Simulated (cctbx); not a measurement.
# SiHg4Se2S4: as given, inverted or twinned?

Space group Cc (no. 9), a = 12.5080 Å, b = 7.1910 Å, c = 12.2540 Å, α = 90.00°, β = 109.81°, γ = 90.00°.

```csv
atom,mult.,x,y,z,Ueq (Å²)
Hg1,4,0.1833,0.0951,0.8562,0.0064
Hg2,4,0.4763,0.1915,0.6932,0.0065
Hg3,4,0.1663,0.6207,0.0423,0.0061
Hg4,4,0.3586,0.5561,0.8475,0.0061
Se1,4,0.4778,0.7712,0.7975,0.0091
Se2,4,0.1507,0.2408,0.3606,0.0072
S1,4,0.4860,0.4941,0.5568,0.0097
S2,4,0.2252,0.2218,0.0462,0.0086
S3,4,0.4460,0.0406,0.0202,0.0113
S4,4,0.2742,0.7407,0.2315,0.0105
Si1,4,0.4005,0.2649,0.1139,0.0100
```

This is a model crystal, built by substitution and not relaxed, with assumed displacement parameters.

Data sets are simulated with cctbx and refined with Bijvoet mates kept apart; Flack x is then fitted as the share of an inverted twin with the atoms fixed, Hooft y from the Bijvoet differences. The group is acentric but holds improper operations, so there is an absolute structure (orientation) and no hand.

Untwinned crystal. What Flack and Hooft values should come out?

| λ (Å) | extinction (unmodelled) | d min (Å) | top counts | error (%) | model | R1 | Flack x | s.u. | Hooft y | s.u. | pairs |
| --- | --- | --- | --- | --- | --- | --- | --- | --- | --- | --- | --- |
| 0.71073 | 0 | 0.77 | 20000 | 1.5 | as given | 0.0113 | -0.013 | 0.006 | -0.001 | 0.006 | 1157 |
| 0.71073 | 0 | 0.77 | 20000 | 1.5 | inverted | 0.0400 | 1.035 | 0.008 | 1.033 | 0.007 | 1157 |
| 1.54184 | 0 | 0.83 | 70000 | 6 | as given | 0.0194 | -0.018 | 0.007 | -0.014 | 0.010 | 915 |

With Mo Kα, x is within 3 s.u. of 0, so the absolute structure is right. With Cu Kα, x is within 3 s.u. of 0, so the absolute structure is right. Inverting the model turns x into about 1 − x.

A further crystal gives:

```csv
λ (Å),extinction (unmodelled),d min (Å),top counts,error (%),model,R1,Flack x,s.u.,Hooft y,s.u.,pairs
0.71073,0.1,0.7,40000,1.5,as given,0.0322,0.797,0.004,0.810,0.004,1532
```

**Question.** What is it?

It was simulated as an inversion twin with a fraction 0.8 of the inverted domain. Flack x is over 3 s.u. from both 0 and 1 and reads that fraction.

[Logs are printed without paths, hosts, clocks, repeated set-up lines and the standing remarks that a program may print on its own settings, such as how far it seeks lower states.]
